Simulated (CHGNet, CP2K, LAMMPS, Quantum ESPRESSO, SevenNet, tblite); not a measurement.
# Bulk modulus two ways: Ga2O3 with crystalline order left by the classical run (80 atoms), CP2K double zeta, PBE

The cell holds 80 atoms (32 Ga and 48 O). Recipe: 80 atoms (32 Fe, 48 O) placed at random at 4.44 g/cm³, melted at 5000 K for 10 ps at fixed volume with the Morse and Coulomb pair potential with partial charges (Pedone, Malavasi, Menziani, Cormack and Segre, J. Phys. Chem. B 110, 11780 (2006)). Quenched from 5000 K to 300 K at 20 K/ps and fixed volume, held 10 ps at zero pressure, then minimised at fixed cell. Then Fe was replaced by Ga and the cell scaled by 1.003 (the potential has no terms for the new elements, so the cell is a start for a DFT relaxation). Then the atoms were relaxed with SevenNet 0 in the fixed cell.

Calculated with CP2K 2026.2: PBE; DZVP-MOLOPT-SR, GTH-PBE potentials, 800 Ry; k-points Γ. The cell is scaled evenly by ±3 % in volume, and SevenNet 0 relaxes the atoms at each volume before the single point.

| volume (Å³/atom) | energy less the middle row's (meV/atom) | pressure (GPa) |
| --- | --- | --- |
| 9.8043 | 26.961 | 17.847 |
| 10.108 | 0.000 | 11.771 |
| 10.411 | -16.526 | 6.649 |

Task: Find the bulk modulus at the middle volume from the pressures and from the energies, and check the printed pressure against the slope of the energy (1 meV/Å³ = 0.16022 GPa).

**Working.**

The step is h = 0.3032 Å³. From pressures: B = −V dP/dV = 10.108 × (17.847 − (6.649)) / (2 × 0.3032) = 187 GPa.

From energies: B = V d²E/dV² = 10.108 × (26.961 + (-16.526)) / 0.3032² = 1147 meV/Å³ = 184 GPa.

Slope: P = −dE/dV = −(-16.526 − (26.961)) / (2 × 0.3032) = 71.7 meV/Å³ = 11.49 GPa, against 11.77 GPa printed.

The two moduli agree within 2 %.

A central difference over ±3 % overstates P by about B(1 + B′)(0.03)²/6, some 0.14 GPa for B′ = 4. The atoms follow SevenNet 0, so this level's forces do work along the path, which enters the energies but not the printed pressures.

Limits: three points, a static cell at zero temperature, the cell shape held; the modulus is that at 11.8 GPa, not at zero pressure.

[Hosts, paths, dates, database ids (printed as entryN), source tags and the programs' standing remarks are cut or masked in the printed files.]
